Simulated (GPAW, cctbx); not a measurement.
## What do these deviations say about the bonding?

Zn2Pt, Fm-3m (no. 225), a = 5.9670 Å, b = 5.9670 Å, c = 5.9670 Å, α = 90.00°, β = 90.00°, γ = 90.00°.

| atom | mult. | x | y | z |
| --- | --- | --- | --- | --- |
| Pt1 | 4 | 0 | 0 | 0 |
| Zn1 | 8 | 1/4 | 3/4 | 3/4 |

The start was made by putting kin elements into a known structure type; the compound need not exist, or be stable, in this form.

Absolute values of the static structure factors of the conventional cell from DFT (PBE, GPAW) against free spherical atoms, in electrons:

| hkl | d (Å) | free atoms | crystal |
| --- | --- | --- | --- |
| 111 | 3.445 | 282.68 | 282.74 |
| 020 | 2.983 | 71.99 | 72.42 |
| 022 | 2.110 | 435.79 | 434.61 |
| 131 | 1.799 | 240.62 | 240.00 |
| 222 | 1.722 | 69.55 | 69.37 |
| 040 | 1.492 | 379.48 | 379.41 |
| 133 | 1.369 | 216.26 | 216.33 |
| 042 | 1.334 | 68.84 | 68.66 |
| 242 | 1.218 | 341.16 | 341.43 |
| 333 | 1.148 | 199.14 | 199.13 |

**Question.** Which way does charge move, and which reflections show it best?

Project each element's phase sum on the total phase. At low angle |F| should rise if density moves to atoms that scatter in phase and fall if it moves to atoms that scatter against it.

| hkl | Pt in phase | Zn in phase | change (e) | (%) |
| --- | --- | --- | --- | --- |
| 111 | +4.0 | 0.0 | +0.06 | 0.0 |
| 020 | +4.0 | -8.0 | +0.43 | +0.6 |
| 022 | +4.0 | +8.0 | -1.18 | -0.3 |
| 131 | +4.0 | 0.0 | -0.63 | -0.3 |
| 222 | +4.0 | -8.0 | -0.18 | -0.3 |
| 040 | +4.0 | +8.0 | -0.07 | 0.0 |
| 133 | +4.0 | 0.0 | +0.07 | 0.0 |
| 042 | +4.0 | -8.0 | -0.18 | -0.3 |

Low-angle reflections that set elements apart and change by more than 0.05 e: 111, 020, 131 and 222. The real-space density gives Voronoi charges Pt -0.12, Zn +0.06 e. The signs that these charges predict hold for 111 and 020 and fail for 131 and 222, so the simple rule can't give the direction here. The reflections see the density near the nuclei and the atoms' change of size and shape; Voronoi cells count what crosses the midplanes.
